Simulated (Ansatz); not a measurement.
# Phonons of BaZn (Pm-3m) against volume, part 2 of 2

Does BaZn (Pm-3m) expand much on heating, by its phonons?

Ansatz 0.2.0; DFT PBEsol, scalar-relativistic, plane waves, PAW; PAW set soft_1.

So far, highest frequency on the path or at a solved wavevector (cm⁻¹): step 2 (phonons on a q mesh) 105.

## 4. Phonons at the other volume, volume ratio 0.97

The phonons are repeated at this volume on the same k and q meshes.

File input.yaml:

```yaml
crystal:
  lattice:
    - [3.9503700151, 0.0, 0.0]
    - [0.0, 3.9503700151, 0.0]
    - [0.0, 0.0, 3.9503700151]
  atoms:
    - { symbol: Ba, position: [0.0, 0.0, 0.0] }
    - { symbol: Zn, position: [0.5, 0.5, 0.5] }
kpoints:
  mp_grid: { grid: [12, 12, 12] }
hamiltonian:
  xc: pbesol
  pseudopotentials: { kind: paw, azcp: { folder: soft_1 }, xc_functional: pbe }
scf:
  occupations: { method: methfessel_paxton, width: 0.2 }
output:
  eigenvalues: true
phonons:
  method: dfpt
  qmesh: [4, 4, 4]
  temperatures: { t_max: 1000, t_step: 50 }
  qpath:
    path:
      - [[0.0, 0.0, 0.0], [0.0, 0.5, 0.0], [0.5, 0.5, 0.0], [0.0, 0.0, 0.0], [0.5, 0.5, 0.5], [0.0, 0.5, 0.0]]
      - [[0.5, 0.5, 0.5], [0.5, 0.5, 0.0]]
    npoints: 10
```

The run is started by

```
$ ansatz run input.yaml --threads 4 --pin off --max-ram 10240MiB --backend cpu --events-out ev --progress --plain --runs-dir out
```

Numbers of over 12 decimals in the logs are rounded to 6 here.

Output:

```text
[...]
Crystal: 2 atoms, lattice volume = 61.647 Å³
Basis set: ecut = 420 eV, 1213 PW (Γ), exchange–correlation on 54×54×54 points (8 copies of the dense FFT grid, shifted against one another)
Bands: 15, of which v1, the nominal top of the filled ones, is band 11 counted from 1 (10 counted from 0)
Symmetry: 48 space group operations
k-points: 84 of 1728
[...]
SCF iter   1: F=—  HF=-9145.381124 eV  |F-HF|=—  |Δ(HF+E_count)|=         —  Δρ=1.05e-1  dr2=6.15e0  ethr=3.10e-3  ⟨swp⟩=7.3  Hψ=8618  notcnv=0
[...]
SCF iter  11: F=-9143.925210 eV  HF=-9143.925210 eV  |F-HF|=0.00e0  |Δ(HF+E_count)|=  1.64e-10  S|Δr|=    0.00e0  Δρ=8.95e-8  dr2=3.77e-12  ethr=1.00e-12  ⟨swp⟩=6.1  Hψ=8141  notcnv=0
[...]
SCF 1 converged in 11 iterations: F = -9143.925210 eV  dr2 = 3.77e-12
[...]
SCF iter  10: F=-9143.925210 eV  HF=-9143.925210 eV  |F-HF|=1.82e-12  |Δ(HF+E_count)|=  1.82e-12  S|Δr|=    0.00e0  Δρ=3.23e-9  dr2=2.45e-15  ethr=1.00e-12  ⟨swp⟩=2.0  Hψ=2556  notcnv=0
SCF 2 converged in 10 iterations: F = -9143.925210 eV  dr2 = 2.45e-15
[...]
NSCF: frozen V_eff on 84 k-points
[...]
SCF converged after 11 iterations
[...]
Free energy (F): -9143.925210 eV
[...]
Internal energy: -9143.924892 eV  (E = F + TS)
E sigma→0 (E₀):  -9143.925131 eV
Entropy (-TS):   -0.000318 eV (-0.159 meV/atom)
Fermi energy:    8.654653 eV
[...]
--- Band table (eV; the first three rows and the last of 84) ---
  k-point 0: bands = [... 7 lower, 1.6906, 1.6906, 3.1398, 9.1311, 9.1311, 12.5125, 12.5125, 12.5125]
  k-point 1: bands = [... 7 lower, 1.6911, 1.6911, 3.2456, 9.1631, 9.1639, 12.2359, 12.2359, 12.2484]
  k-point 2: bands = [... 7 lower, 1.6928, 1.6928, 3.5433, 9.1027, 9.2585, 11.6968, 11.6968, 11.9197]
  k-point 83: bands = [... 7 lower, 1.7650, 1.7650, 6.8477, 7.2306, 7.2306, 7.2306, 14.6938, 14.6938]
[...]
ASR residual: 6.319e-5 → 0.000e0 eV/Å²; symmetrization residual: 3.711e-6 eV/Å²
  ASR residual per site (eV/Å²): 6.32e-5 1.63e-6
  Γ frequencies (cm⁻¹): 0.00 0.00 0.00 111.08 111.08 111.08
--- Phonons (arbitrary-q DFPT): 10 irreducible q on the 4×4×4 mesh ---
[...]
interpolated dispersion: 62 rows × 6 modes
[...]
```

The job ended after 7.2 min (4 threads of Arm Neoverse V2, shared host; peak memory 2.5 GiB).

Numbers from this step:

* sum-rule residual before enforcement: 6.32e-5 eV/Å²
* highest frequency on the path or at a solved wavevector: 111.1 cm⁻¹
* mean frequency: 74.3 cm⁻¹
* Debye temperature (second moment): 144 K
* logarithmic mean frequency: 70.2 cm⁻¹
* highest optical mode at the zone centre (no LO-TO term): 111.1 cm⁻¹
* lowest optical zone-centre mode: 111.1 cm⁻¹
* lowest mode on the q mesh (acoustic modes at Γ apart): 32.73 cm⁻¹
* zero-point energy per atom: 13.82 meV
* heat capacity at 300 K: 24.65 J/(mol atoms K)
* vibrational entropy at 300 K: 52.23 J/(mol atoms K)

Frequencies (cm⁻¹) solved at each irreducible wavevector; negative means imaginary. Frequencies by wavevector, by row:

| q in reciprocal lattice units | star | mode 1 | mode 2 | mode 3 | mode 4 | mode 5 | mode 6 |
| --- | --- | --- | --- | --- | --- | --- | --- |
| 0 0 0 | 1 | 0 | 0 | 0 | 111.1 | 111.1 | 111.1 |
| 0 0 0.25 | 6 | 39.6 | 39.6 | 55 | 99.1 | 104.7 | 104.7 |
| 0 0 -0.5 | 3 | 63.4 | 63.4 | 76.2 | 88 | 96.4 | 96.4 |
| 0 0.25 0.25 | 12 | 35.5 | 51.1 | 78.1 | 86.5 | 100.4 | 102.8 |
| 0 0.25 -0.5 | 12 | 40.4 | 58 | 62 | 92.7 | 96.3 | 97.2 |
| 0 -0.5 -0.5 | 3 | 32.7 | 32.7 | 54.3 | 92.1 | 92.1 | 94.5 |
| 0.25 0.25 0.25 | 8 | 52.5 | 52.5 | 67.3 | 91.6 | 98 | 98 |
| 0.25 0.25 -0.5 | 12 | 43.6 | 62.1 | 71 | 85.6 | 87.2 | 97.8 |
| 0.25 -0.5 -0.5 | 6 | 48.1 | 48.1 | 65.7 | 84.3 | 87.9 | 87.9 |
| -0.5 -0.5 -0.5 | 1 | 72.3 | 72.3 | 72.3 | 82.4 | 82.4 | 82.4 |

The highest optical mode at the zone centre (no LO-TO term) is 111.1 cm⁻¹, +5.7 cm⁻¹ against the base run.

## 5. Relaxing at another volume, volume ratio 1.03

The volume is scaled by 1.03 and held; symmetry leaves nothing to relax, so this is a single point. The modes can then be followed against volume.

input.yaml, the sections that differ from step 4:

```yaml
crystal:
  lattice:
    - [4.0301969772, 0.0, 0.0]
    - [0.0, 4.0301969772, 0.0]
    - [0.0, 0.0, 4.0301969772]
  atoms:
    - { symbol: Ba, position: [0.0, 0.0, 0.0] }
    - { symbol: Zn, position: [0.5, 0.5, 0.5] }
output:
  forces: true
  stress: true
  eigenvalues: true
# kpoints, hamiltonian, scf: as in step 4
# phonons: removed
```

Output:

```text
[...]
Crystal: 2 atoms, lattice volume = 65.460 Å³
Basis set: ecut = 420 eV, 1309 PW (Γ), exchange–correlation on 54×54×54 points (8 copies of the dense FFT grid, shifted against one another)
Bands: 15, of which v1, the nominal top of the filled ones, is band 11 counted from 1 (10 counted from 0)
Symmetry: 48 space group operations
[...]
k-points: 84 of 1728
[...]
P = ⅓ Tr σ = -0.6893 GPa (-6.893 kbar)
--- Band table (eV; the first three rows and the last of 84) ---
  k-point 0: bands = [... 7 lower, 1.1059, 1.1059, 2.6347, 8.5480, 8.5480, 11.7210, 11.7210, 11.7210]
  k-point 1: bands = [... 7 lower, 1.1062, 1.1063, 2.7308, 8.5661, 8.5799, 11.4535, 11.4590, 11.4590]
  k-point 2: bands = [... 7 lower, 1.1070, 1.1074, 3.0036, 8.4655, 8.6714, 10.9535, 10.9535, 11.1432]
  k-point 83: bands = [... 7 lower, 1.1712, 1.1712, 6.1665, 6.7469, 6.7469, 6.7469, 13.7376, 13.7376]
[key lines of the parts left out:]
SCF converged after 9 iterations
Free energy (F): -9143.925604 eV
Fermi energy:    8.024370 eV
```

Run time: 1.7 s. Hardware: 4 threads; peak memory 0.37 GiB; 6.1 s of CPU time.

This step gave:

| Property | Result |
| --- | --- |
| pressure | -0.6893 GPa |
| volume per atom | 32.73 Å³ |

The run ends at a pressure of -0.69 GPa.

## 6. Phonons at the other volume, volume ratio 1.03

The phonons are repeated at this volume on the same k and q meshes.

Changes to input.yaml since step 5:

```diff
@@ -16,4 +16,11 @@
 output:
-  forces: true
-  stress: true
   eigenvalues: true
+phonons:
+  method: dfpt
+  qmesh: [4, 4, 4]
+  temperatures: { t_max: 1000, t_step: 50 }
+  qpath:
+    path:
+      - [[0.0, 0.0, 0.0], [0.0, 0.5, 0.0], [0.5, 0.5, 0.0], [0.0, 0.0, 0.0], [0.5, 0.5, 0.5], [0.0, 0.5, 0.0]]
+      - [[0.5, 0.5, 0.5], [0.5, 0.5, 0.0]]
+    npoints: 10
```

Output:

```text
[...]
Crystal: 2 atoms, lattice volume = 65.460 Å³
Basis set: ecut = 420 eV, 1309 PW (Γ), exchange–correlation on 54×54×54 points (8 copies of the dense FFT grid, shifted against one another)
Bands: 15, of which v1, the nominal top of the filled ones, is band 11 counted from 1 (10 counted from 0)
Symmetry: 48 space group operations
k-points: 84 of 1728
[...]
k-point 83: bands = [... 7 lower, 1.1716, 1.1716, 6.1666, 6.7469, 6.7469, 6.7469, 13.7376, 13.7376]
[...]
ASR residual: 6.767e-5 → 0.000e0 eV/Å²; symmetrization residual: 1.175e-6 eV/Å²
  ASR residual per site (eV/Å²): 6.77e-5 6.19e-5
  Γ frequencies (cm⁻¹): 0.00 0.00 0.00 99.97 99.97 99.97
--- Phonons (arbitrary-q DFPT): 10 irreducible q on the 4×4×4 mesh ---
[...]
interpolated dispersion: 62 rows × 6 modes
[...]
[key lines of the parts left out:]
SCF converged after 11 iterations
Free energy (F): -9143.925604 eV
Fermi energy:    8.024369 eV
```

Run time: 7.4 min. Hardware: 4 threads; peak memory 2.6 GiB.

Numbers from this step:

```
sum-rule residual before enforcement                    : 6.77e-5 eV/Å²
highest frequency on the path or at a solved wavevector : 100 cm⁻¹
mean frequency                                          : 68.7 cm⁻¹
Debye temperature (second moment)                       : 132 K
logarithmic mean frequency                              : 65.7 cm⁻¹
highest optical mode at the zone centre (no LO-TO term) : 99.97 cm⁻¹
lowest optical zone-centre mode                         : 99.97 cm⁻¹
lowest mode on the q mesh (acoustic modes at Γ apart)   : 36.53 cm⁻¹
zero-point energy per atom                              : 12.78 meV
heat capacity at 300 K                                  : 24.7 J/(mol atoms K)
vibrational entropy at 300 K                            : 53.88 J/(mol atoms K)
```

Frequencies (cm⁻¹) solved at each irreducible wavevector; negative means imaginary. Frequencies by wavevector, by row:

| q in reciprocal lattice units | star | mode 1 | mode 2 | mode 3 | mode 4 | mode 5 | mode 6 |
| --- | --- | --- | --- | --- | --- | --- | --- |
| 0 0 0 | 1 | 0 | 0 | 0 | 100 | 100 | 100 |
| 0 0 0.25 | 6 | 36.5 | 36.5 | 51.5 | 90 | 94.6 | 94.6 |
| 0 0 -0.5 | 3 | 57.9 | 57.9 | 70.7 | 82 | 87.5 | 87.5 |
| 0 0.25 0.25 | 12 | 37.2 | 46.6 | 72.3 | 79.1 | 90.9 | 91.8 |
| 0 0.25 -0.5 | 12 | 42.3 | 52.4 | 61.4 | 83.1 | 86.5 | 87.5 |
| 0 -0.5 -0.5 | 3 | 38.3 | 38.3 | 49 | 81.5 | 81.5 | 85.4 |
| 0.25 0.25 0.25 | 8 | 51.3 | 51.3 | 64 | 82 | 87.8 | 87.8 |
| 0.25 0.25 -0.5 | 12 | 44.1 | 61.9 | 68 | 76.2 | 78.6 | 87 |
| 0.25 -0.5 -0.5 | 6 | 48.8 | 48.8 | 62.7 | 75.5 | 79.7 | 79.7 |
| -0.5 -0.5 -0.5 | 1 | 64.7 | 64.7 | 64.7 | 80.2 | 80.2 | 80.2 |

The highest optical mode at the zone centre (no LO-TO term) is 100.0 cm⁻¹, -5.4 cm⁻¹ against the base run.

## 7. Grüneisen parameters

The Grüneisen parameter of a mode is minus the logarithmic change of its frequency with volume, −d ln ω / d ln V; weighted by heat capacity it gives the expansion.

This step gave:

| Quantity | Value |
| --- | --- |
| bulk modulus | 24.8 GPa |

The phonon branches at the labelled points (cm⁻¹):

| point | branch 1 | branch 2 | branch 3 | branch 4 | branch 5 | branch 6 |
| --- | --- | --- | --- | --- | --- | --- |
| Γ | 0 | 0 | 0 | 105 | 105 | 105 |
| halfway | 38 | 38 | 53 | 94 | 100 | 100 |
| X | 61 | 61 | 74 | 85 | 92 | 92 |
| halfway | 42 | 55 | 62 | 88 | 92 | 92 |
| M | 36 | 36 | 52 | 87 | 87 | 90 |
| halfway | 36 | 49 | 75 | 83 | 96 | 97 |
| Γ | 0 | 0 | 0 | 105 | 105 | 105 |
| halfway | 52 | 52 | 66 | 87 | 93 | 93 |
| R | 68 | 68 | 68 | 81 | 81 | 81 |
| halfway | 44 | 62 | 70 | 81 | 83 | 92 |
| X | 61 | 61 | 74 | 85 | 92 | 92 |
| jump to R | 68 | 68 | 68 | 81 | 81 | 81 |
| halfway | 49 | 49 | 64 | 80 | 84 | 84 |
| M | 36 | 36 | 52 | 87 | 87 | 90 |

The same for volume x 0.97:

| point | branch 1 | branch 2 | branch 3 | branch 4 | branch 5 | branch 6 |
| --- | --- | --- | --- | --- | --- | --- |
| Γ | 0 | 0 | 0 | 111 | 111 | 111 |
| X | 63 | 63 | 76 | 88 | 96 | 96 |
| M | 33 | 33 | 54 | 92 | 92 | 94 |
| Γ | 0 | 0 | 0 | 111 | 111 | 111 |
| R | 72 | 72 | 72 | 82 | 82 | 82 |
| X | 63 | 63 | 76 | 88 | 96 | 96 |
| R | 72 | 72 | 72 | 82 | 82 | 82 |
| M | 33 | 33 | 54 | 92 | 92 | 94 |

The same for volume x 1.03:

| point | branch 1 | branch 2 | branch 3 | branch 4 | branch 5 | branch 6 |
| --- | --- | --- | --- | --- | --- | --- |
| Γ | 0 | 0 | 0 | 100 | 100 | 100 |
| X | 58 | 58 | 71 | 82 | 88 | 88 |
| M | 38 | 38 | 49 | 82 | 82 | 85 |
| Γ | 0 | 0 | 0 | 100 | 100 | 100 |
| R | 65 | 65 | 65 | 80 | 80 | 80 |
| X | 58 | 58 | 71 | 82 | 88 | 88 |
| R | 65 | 65 | 65 | 80 | 80 | 80 |
| M | 38 | 38 | 49 | 82 | 82 | 85 |

The first set of phonon branches as a text plot (rows in cm⁻¹):

```
    109 |
    104 |***                    *****
    100 |  ***                ***   ***
     95 |   * *   **       *** *       **            ****
     90 |    **************   *      **            ** ****     **
     86 |      *** *  *******          *****     **  *   *   ****
     81 |         *          *             ************** ****
     76 |        **          *                   ***   **   *
     72 |      **          **          *         **** *  * *
     67 |     *    *          *         *   *****    **   * *
     62 |    *  **                   **    *     ****  ***   *
     58 |      * ***      *              ****           *  *  *
     53 |   * *     *********  *        *         *         *  **
     49 |         *  *   *   *                     *   *     *
     44 |    *     *  *       *     *  *            ***
     39 |   *       **  * ***                                 **
     35 |  *          ****   ****    **                         *
     30 |
     25 | *                    *    *
     21 |  *                    *  *
     16 | *                     **
     12 |*                       * *
      7 |*                       *
      2 |                         *
         Γ      X      M          Γ            R        X|R     M
```

Mode Grueneisen parameter -dln(w)/dln(V), modes matched by rank; at Γ the acoustic branches take the value of a neighbouring point of the path. The mode Grüneisen parameters at the labelled points ():

| point | branch 1 | branch 2 | branch 3 | branch 4 | branch 5 | branch 6 |
| --- | --- | --- | --- | --- | --- | --- |
| Γ | 1.30 | 1.30 | 1.11 | 1.75 | 1.75 | 1.75 |
| halfway | 1.36 | 1.36 | 1.10 | 1.60 | 1.69 | 1.69 |
| X | 1.51 | 1.51 | 1.25 | 1.18 | 1.59 | 1.59 |
| halfway | -0.77 | 1.69 | 0.16 | 1.82 | 1.79 | 1.75 |
| M | -2.63 | -2.63 | 1.71 | 2.04 | 2.04 | 1.69 |
| halfway | -0.78 | 1.53 | 1.29 | 1.49 | 1.66 | 1.89 |
| Γ | -0.19 | 1.21 | 1.47 | 1.75 | 1.75 | 1.75 |
| halfway | 0.39 | 0.39 | 0.84 | 1.84 | 1.83 | 1.83 |
| R | 1.85 | 1.85 | 1.85 | 0.45 | 0.45 | 0.45 |
| halfway | -0.15 | 0.05 | 0.74 | 1.94 | 1.71 | 1.93 |
| X | 1.51 | 1.51 | 1.25 | 1.18 | 1.59 | 1.59 |
| jump to R | 1.85 | 1.85 | 1.85 | 0.45 | 0.45 | 0.45 |
| halfway | -0.24 | -0.24 | 0.78 | 1.84 | 1.63 | 1.63 |
| M | -2.63 | -2.63 | 1.71 | 2.04 | 2.04 | 1.69 |

The mode Grüneisen parameters as a text plot (rows in , shown from -2.6 to 2.0 only):

```
   1.94 |          ************          ***  ** * ****   * * ***
   1.75 |*****    ** **********************     *  ****** *  ****
   1.56 |   **********   * ***** *******   ***  * *   ****   * *
   1.36 |*  ***  *           ****      *     *    *    **  **
   1.17 |*********               **         *    *    * ** *  *
   0.98 | **        *                       **   **  *  *  *
   0.78 |         *                     *       *   *  *   * *
   0.59 |                  **      *       ***     *      * *
   0.40 |         ***               *******   *****   *   * *
   0.21 |                 *                *         *
   0.01 |                                          ***
  -0.18 |          *           ****                 *        *
  -0.37 |                     *
  -0.57 |
  -0.76 |            *   *   *
  -0.95 |
  -1.15 |
  -1.34 |           *      **
  -1.53 |             *                                       *
  -1.73 |
  -1.92 |            *  * *
  -2.11 |                                                      *
  -2.30 |             *  *
  -2.50 |               *                                       *
         Γ      X      M          Γ            R        X|R     M
```

(dS/dlnV)/C_V. The thermodynamic Grueneisen parameter by temperature:

| temperature (K) | thermodynamic Grueneisen parameter |
| --- | --- |
| 50 | 0.992 |
| 100 | 1.08 |
| 150 | 1.10 |
| 200 | 1.11 |
| 250 | 1.11 |
| 300 | 1.11 |
| 350 | 1.11 |
| 400 | 1.11 |
| 450 | 1.11 |
| 500 | 1.11 |
| 550 | 1.11 |
| 600 | 1.11 |
| 650 | 1.11 |
| 700 | 1.11 |
| 750 | 1.11 |
| 800 | 1.11 |
| 850 | 1.11 |
| 900 | 1.11 |
| 950 | 1.11 |
| 1000 | 1.11 |

Gamma C_V/(B V) at the static volume. Table of volume expansion by temperature:

| temperature (K) | volume expansion (1e-6/K) |
| --- | --- |
| 50 | 36.8 |
| 100 | 51.8 |
| 150 | 55.4 |
| 200 | 56.7 |
| 250 | 57.4 |
| 300 | 57.8 |
| 350 | 57.9 |
| 400 | 58.1 |
| 450 | 58.2 |
| 500 | 58.2 |
| 550 | 58.3 |
| 600 | 58.3 |
| 650 | 58.4 |
| 700 | 58.4 |
| 750 | 58.4 |
| 800 | 58.4 |
| 850 | 58.4 |
| 900 | 58.5 |
| 950 | 58.5 |
| 1000 | 58.5 |

## 8. Summary of results

| Quantity | Value |
| --- | --- |
| bulk modulus | 24.8 GPa |
| thermodynamic Grüneisen parameter at 300 K | 1.111 |
| volume expansion at 300 K, estimated | 57.75 × 10⁻⁶ K⁻¹ |

By this estimate the volume grows by 57.8 × 10⁻⁶ per kelvin at 300 K. The highest optical mode at Γ goes from 111 to 100 cm⁻¹ as the cell grows, a Grüneisen parameter of 1.76. Mode parameters on the path run from -2.6 to 2.0, with a median of 1.5. Modes with negative values stiffen as the cell grows and pull against the expansion. Branches are matched by rank, so values near crossings are rough. The expansion is the Grüneisen estimate at the static volume, with the static bulk modulus. With no gap, or one that is small against the smearing, the frequencies hang on the k mesh and the smearing, most of all near Kohn anomalies. Spin-orbit coupling is left out, which can matter for the heavy elements here. The PAW files were made for PBE and serve the other functionals too. A phonon run warned that its eigensolver left some bands unconverged in a pass.

[Logs are printed without paths, hosts, clocks, repeated set-up lines and the standing remarks that a program may print on its own settings, such as how far it seeks lower states.]

[Hosts, paths, dates, database ids (printed as entryN), source tags and the programs' standing remarks are cut or masked in the printed files.]
